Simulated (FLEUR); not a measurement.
# Collinear magnetic orders of Fe3Ge with FLEUR, part 2 of 2

A self-consistent run ends on one state, which hangs on the start. Several orders of Fe3Ge are started in FLEUR and their energies compared.

FLEUR MaX-R8.1; LDA (VWN); all-electron FLAPW, Dirac cores, scalar-relativistic bands.

So far, largest spin moment in the muffin-tin sphere (μB): step 2 (run 1 (ferro +++)) 2.18; step 3 (start 2: antiferro q=(0,1/2,1/2) +-+-+-) 2.07; step 4 (start 3: antiferro q=(0,0,1/2) +-+--+) 2.00.

## (5) Start 4: no spin polarisation

A spinless run gives the zero against which the gain from the moments is read.

The k list default-1 (kpts.xml, not shown) is a Γ-centred 8×8×8 mesh.

File inp.xml:

```
<?xml version="1.0" encoding="UTF-8" standalone="no"?>
<fleurInput fleurInputVersion="0.39">
   <comment>
      Fe3Ge
   </comment>
   <calculationSetup>
      <cutoffs Kmax="3.6" Gmax="10.8" GmaxXC="10.8" numbands="0"/>
      <scfLoop itmax="90" minDistance="0.00002" maxIterBroyd="15" imix="Anderson" alpha="0.05" precondParam="0.0" spinf="2.0" sdNocoIR="T"/>
      <coreElectrons ctail="T" frcor="F" kcrel="0" coretail_lmax="0"/>
      <xcFunctional name="vwn" relativisticCorrections="F"/>
      <magnetism jspins="1"/>
      <soc l_soc="F" theta="0.0" phi="0.0" spav="F"/>
      <expertModes spex="0" secvar="F"/>
      <geometryOptimization l_f="F" forcealpha="1.0" forcemix="BFGS" epsdisp="0.00001" epsforce="0.00001"/>
      <ldaU l_linMix="F" mixParam="0.05" spinf="1.0"/>
   </calculationSetup>
   <cell>
      <bzIntegration valenceElectrons="62.0" mode="hist" fermiSmearingEnergy="0.00183747">
         <kPointListSelection listName="default-1"/>
         <xi:include xmlns:xi="http://www.w3.org/2001/XInclude" href="kpts.xml"> </xi:include>
      </bzIntegration>
      <xi:include xmlns:xi="http://www.w3.org/2001/XInclude" href="sym.xml"> </xi:include>
      <bulkLattice scale="1.0">
         <bravaisMatrix>
            <row-1>    6.9173434617558840     0.0000000000000000     0.0000000000000000</row-1>
            <row-2>    0.0000000000000000     6.9173434617558840     0.0000000000000000</row-2>
            <row-3>    0.0000000000000000     0.0000000000000000     6.9173434617558840</row-3>
         </bravaisMatrix>
      </bulkLattice>
   </cell>
   <atomSpecies>
      <species name="Iron (Fe)" element="Fe" atomicNumber="26">
         <mtSphere radius="2.38" gridPoints="787" logIncrement="0.016"/>
         <atomicCutoffs lmax="8" lnonsphr="6"/>
         <electronConfig flipSpins="F">
            <coreConfig>(1s1/2) (2s1/2) (2p1/2) (2p3/2)</coreConfig>
            <valenceConfig>(3s1/2) (3p1/2) (3p3/2) (4s1/2) (3d3/2) (3d5/2)</valenceConfig>
            <stateOccupation state="(3d3/2)" spinUp="1.200000" spinDown="1.200000"/>
            <stateOccupation state="(3d5/2)" spinUp="1.800000" spinDown="1.800000"/>
         </electronConfig>
         <energyParameters s="4" p="4" d="3" f="4"/>
         <lo type="SCLO" l="0" n="3" eDeriv="0"/>
         <lo type="SCLO" l="1" n="3" eDeriv="0"/>
      </species>
      <species name="Germanium (Ge)" element="Ge" atomicNumber="32">
         <mtSphere radius="2.38" gridPoints="787" logIncrement="0.016"/>
         <atomicCutoffs lmax="8" lnonsphr="6"/>
         <electronConfig flipSpins="F">
            <coreConfig>(1s1/2) (2s1/2) (2p1/2) (2p3/2) (3s1/2) (3p1/2) (3p3/2)</coreConfig>
            <valenceConfig>(4s1/2) (3d3/2) (3d5/2) (4p1/2) (4p3/2)</valenceConfig>
            <stateOccupation state="(4p1/2)" spinUp="0.333333" spinDown="0.333333"/>
            <stateOccupation state="(4p3/2)" spinUp="0.666667" spinDown="0.666667"/>
         </electronConfig>
         <energyParameters s="4" p="4" d="3" f="4"/>
      </species>
   </atomSpecies>
   <atomGroups>
      <atomGroup species="Iron (Fe)">
         <relPos label="                   1">.0000000000 1.000/2.000 1.000/2.000</relPos>
         <relPos label="                   2">1.000/2.000 1.000/2.000 .0000000000</relPos>
         <relPos label="                   3">1.000/2.000 .0000000000 1.000/2.000</relPos>
         <force calculate="T" relaxXYZ="TTT"/>
      </atomGroup>
      <atomGroup species="Germanium (Ge)">
         <relPos label="                   4">.0000000000 .0000000000 .0000000000</relPos>
         <force calculate="T" relaxXYZ="TTT"/>
      </atomGroup>
   </atomGroups>
   <output dos="F" band="F" slice="F">
      <bandDOS minEnergy="-.5*Htr" maxEnergy="0.5*Htr" sigma="0.015" storeEVData="T"/>
      <plotting iplot="0" polar="F">
         <plot TwoD="T" vec1="  1.0  0.0  0.0" vec2="  0.0  1.0  0.0" vec3="  0.0  0.0  1.0" zero="  0.0  0.0  0.0" file="plot"/>
      </plotting>
      <moessbauerParams electricFieldGradient="F" isomerShift="F" coreHyperfine="F" valenceHyperfine="F"/>
   </output>
</fleurInput>
```

File crystal.txt:

```
Fe3Ge
&input film=F cartesian=F /
3.66050052000  0.00000000000  0.00000000000
0.00000000000  3.66050052000  0.00000000000
0.00000000000  0.00000000000  3.66050052000
1.8897261246
1.0 1.0 1.0

4
26 0.00000000000  0.50000000000  0.50000000000
26 0.50000000000  0.50000000000  0.00000000000
26 0.50000000000  0.00000000000  0.50000000000
32 0.00000000000  0.00000000000  0.00000000000

&kpt div1=8 div2=8 div3=8 gamma=T /
```

The run is started by

```console
> OMP_NUM_THREADS=1 inpgen -f crystal.txt > inpgen.log  # inp.xml is then edited as shown
> OMP_NUM_THREADS=1 mpirun -n 4 fleur_MPI > fleur.log
```

The job ended after 6.9 s (4 MPI ranks of Intel Xeon 6975P-C (Granite Rapids), shared host; peak memory 0.21 GiB).

Numbers from this step:

```yaml
free_energy: -160762.9297 eV
program_s_band_gap_on_this_mesh_in_a_metal_only_a_level_spacing: 0.01035 eV
final_state: non-magnetic (no spin polarisation)
```

It lies 349 meV a seeded atom over the first start.

## (6) The states side by side

Free energies are divided by the number of seeded atoms, so that cells of unlike size compare. Wavevectors q in the names are fractions of the primitive cell's reciprocal vectors.

Orders:

```
                         start                                  final state  typed order kept  energy over the lowest (meV a seeded atom)  largest sphere moment (μB)  net moment (μB a primitive cell)  mesh matched  CPU time (s)
                     ferro +++  ferromagnetic, with opposed induced moments               yes                                           0                       2.181                             6.386           yes         61.72
antiferro q=(0,1/2,1/2) +-+-+-                            antiferromagnetic               yes                                       117.9                       2.074                                 0           yes          1532
  antiferro q=(0,0,1/2) +-+--+                            antiferromagnetic               yes                                       162.9                       1.998                                 0           yes         773.2
          no spin polarisation                                 non-magnetic                 -                                       348.8                           0                                 0           yes         26.53
```

## (7) Spin–orbit coupling, moments along [001]

Spin–orbit coupling ties the spins to the lattice and lets orbital moments form.

A new self-consistent run of the start ferro +++, with the moments along z.

File inp.xml:

```
<?xml version="1.0" encoding="UTF-8" standalone="no"?>
<fleurInput fleurInputVersion="0.39">
   <comment>
      Fe3Ge
   </comment>
   <calculationSetup>
      <cutoffs Kmax="3.6" Gmax="10.8" GmaxXC="10.8" numbands="142"/>
      <scfLoop itmax="90" minDistance="0.00002" maxIterBroyd="15" imix="Anderson" alpha="0.05" precondParam="0.0" spinf="2.0" sdNocoIR="T"/>
      <coreElectrons ctail="T" frcor="F" kcrel="0" coretail_lmax="0"/>
      <xcFunctional name="vwn" relativisticCorrections="F"/>
      <magnetism jspins="2"/>
      <soc l_soc="T" theta="0.0" phi="0.0" spav="F"/>
      <expertModes spex="0" secvar="F"/>
      <geometryOptimization l_f="F" forcealpha="1.0" forcemix="BFGS" epsdisp="0.00001" epsforce="0.00001"/>
      <ldaU l_linMix="F" mixParam="0.05" spinf="1.0"/>
   </calculationSetup>
   <cell>
      <bzIntegration valenceElectrons="62.0" mode="hist" fermiSmearingEnergy="0.00183747">
         <kPointListSelection listName="default-1"/>
         <xi:include xmlns:xi="http://www.w3.org/2001/XInclude" href="kpts.xml"> </xi:include>
      </bzIntegration>
      <xi:include xmlns:xi="http://www.w3.org/2001/XInclude" href="sym.xml"> </xi:include>
      <bulkLattice scale="1.0">
         <bravaisMatrix>
            <row-1>    6.9173434617558840     0.0000000000000000     0.0000000000000000</row-1>
            <row-2>    0.0000000000000000     6.9173434617558840     0.0000000000000000</row-2>
            <row-3>    0.0000000000000000     0.0000000000000000     6.9173434617558840</row-3>
         </bravaisMatrix>
      </bulkLattice>
   </cell>
   <atomSpecies>
      <species name="Iron (Fe) 2.800" element="Fe" atomicNumber="26">
         <mtSphere radius="2.38" gridPoints="787" logIncrement="0.016"/>
         <atomicCutoffs lmax="8" lnonsphr="6"/>
         <electronConfig flipSpins="F">
            <coreConfig>(1s1/2) (2s1/2) (2p1/2) (2p3/2)</coreConfig>
            <valenceConfig>(3s1/2) (3p1/2) (3p3/2) (4s1/2) (3d3/2) (3d5/2)</valenceConfig>
            <stateOccupation state="(3d3/2)" spinUp="1.4" spinDown="1.0"/>
            <stateOccupation state="(3d5/2)" spinUp="3.0" spinDown="0.6"/>
         </electronConfig>
         <energyParameters s="4" p="4" d="3" f="4"/>
         <lo type="SCLO" l="0" n="3" eDeriv="0"/>
         <lo type="SCLO" l="1" n="3" eDeriv="0"/>
      </species>
      <species name="Germanium (Ge)" element="Ge" atomicNumber="32">
         <mtSphere radius="2.38" gridPoints="787" logIncrement="0.016"/>
         <atomicCutoffs lmax="8" lnonsphr="6"/>
         <electronConfig flipSpins="F">
            <coreConfig>(1s1/2) (2s1/2) (2p1/2) (2p3/2) (3s1/2) (3p1/2) (3p3/2)</coreConfig>
            <valenceConfig>(4s1/2) (3d3/2) (3d5/2) (4p1/2) (4p3/2)</valenceConfig>
            <stateOccupation state="(4p1/2)" spinUp="0.333333" spinDown="0.333333"/>
            <stateOccupation state="(4p3/2)" spinUp="0.666667" spinDown="0.666667"/>
         </electronConfig>
         <energyParameters s="4" p="4" d="3" f="4"/>
      </species>
   </atomSpecies>
   <atomGroups>
      <atomGroup species="Iron (Fe) 2.800">
         <relPos label="                   1">.0000000000 1.000/2.000 1.000/2.000</relPos>
         <relPos label="                   3">1.000/2.000 .0000000000 1.000/2.000</relPos>
         <force calculate="T" relaxXYZ="TTT"/>
      </atomGroup>
      <atomGroup species="Iron (Fe) 2.800">
         <relPos label="                   2">1.000/2.000 1.000/2.000 .0000000000</relPos>
         <force calculate="T" relaxXYZ="TTT"/>
      </atomGroup>
      <atomGroup species="Germanium (Ge)">
         <relPos label="                   4">.0000000000 .0000000000 .0000000000</relPos>
         <force calculate="T" relaxXYZ="TTT"/>
      </atomGroup>
   </atomGroups>
   <output dos="F" band="F" slice="F">
      <bandDOS minEnergy="-.5*Htr" maxEnergy="0.5*Htr" sigma="0.015" storeEVData="T"/>
      <plotting iplot="0" polar="F">
         <plot TwoD="T" vec1="  1.0  0.0  0.0" vec2="  0.0  1.0  0.0" vec3="  0.0  0.0  1.0" zero="  0.0  0.0  0.0" file="plot"/>
      </plotting>
      <moessbauerParams electricFieldGradient="F" isomerShift="F" coreHyperfine="F" valenceHyperfine="F"/>
   </output>
</fleurInput>
```

File crystal.txt:

```
Fe3Ge
&input film=F cartesian=F /
3.66050052000  0.00000000000  0.00000000000
0.00000000000  3.66050052000  0.00000000000
0.00000000000  0.00000000000  3.66050052000
1.8897261246
1.0 1.0 1.0

4
26 0.00000000000  0.50000000000  0.50000000000 : 2.800
26 0.50000000000  0.50000000000  0.00000000000 : 2.800
26 0.50000000000  0.00000000000  0.50000000000 : 2.800
32 0.00000000000  0.00000000000  0.00000000000

&soc 0.0000000 0.0000000 /
&kpt div1=8 div2=8 div3=8 gamma=T /
```

Run time: 2.9 min. Hardware: 4 MPI ranks; peak memory 0.58 GiB.

Spin moment in the muffin-tin sphere by atom:

```
atom  spin moment in the muffin-tin sphere (μB)
 Fe1                                       2.18
 Fe2                                       2.18
 Fe3                                       2.18
 Ge4                                      -0.12
```

Read from the output:

| Item | Value |
| --- | --- |
| free energy | -160764.0320 eV |
| program's band gap on this mesh (in a metal only a level spacing) | 0.001052 eV |
| magnetization | 6.381 μB |
| final state | ferromagnetic, with opposed induced moments |
| orbital moment along the spin | 0.05802 μB |

Orbital moment in the sphere, along the spin axis by atom:

```
atom  orbital moment in the sphere, along the spin axis (μB)
 Fe1                                                  0.0580
 Fe2                                                  0.0654
 Fe3                                                  0.0580
 Ge4                                                 -0.0007
```

## (8) Results

```
lowest state found                                                          : ferromagnetic (typed ferro +++)
largest site spin moment                                                    : 2.18 μB
next finished state                                                         : antiferromagnetic, 118 meV a seeded atom higher
energy gained by spin polarisation                                          : 349 meV a seeded atom
orbital moment on the atom of largest spin, along its spin (spin–orbit run) : 0.0580 μB
```

What this shows: The lowest state found is ferromagnetic, reached from the start ferro +++, with moments up to 2.18 μB. The next finished state costs 118 meV a seeded atom. The orbital moment is parallel to the spin. Only 4 starts were tried; other patterns of signs, canted and longer-period orders were not.

[Logs and program files are shortened in this print: banners, set-up blocks, solver, clock and traceback lines can be left out without a mark of their own.]

[Logs are printed without paths, hosts, clocks, repeated set-up lines and the standing remarks that a program may print on its own settings, such as how far it seeks lower states.]

[Hosts, paths, dates, database ids (printed as entryN), source tags and the programs' standing remarks are cut or masked in the printed files.]

[Where a cell is said to come from a database of computed structures, the database is the Materials Project.]
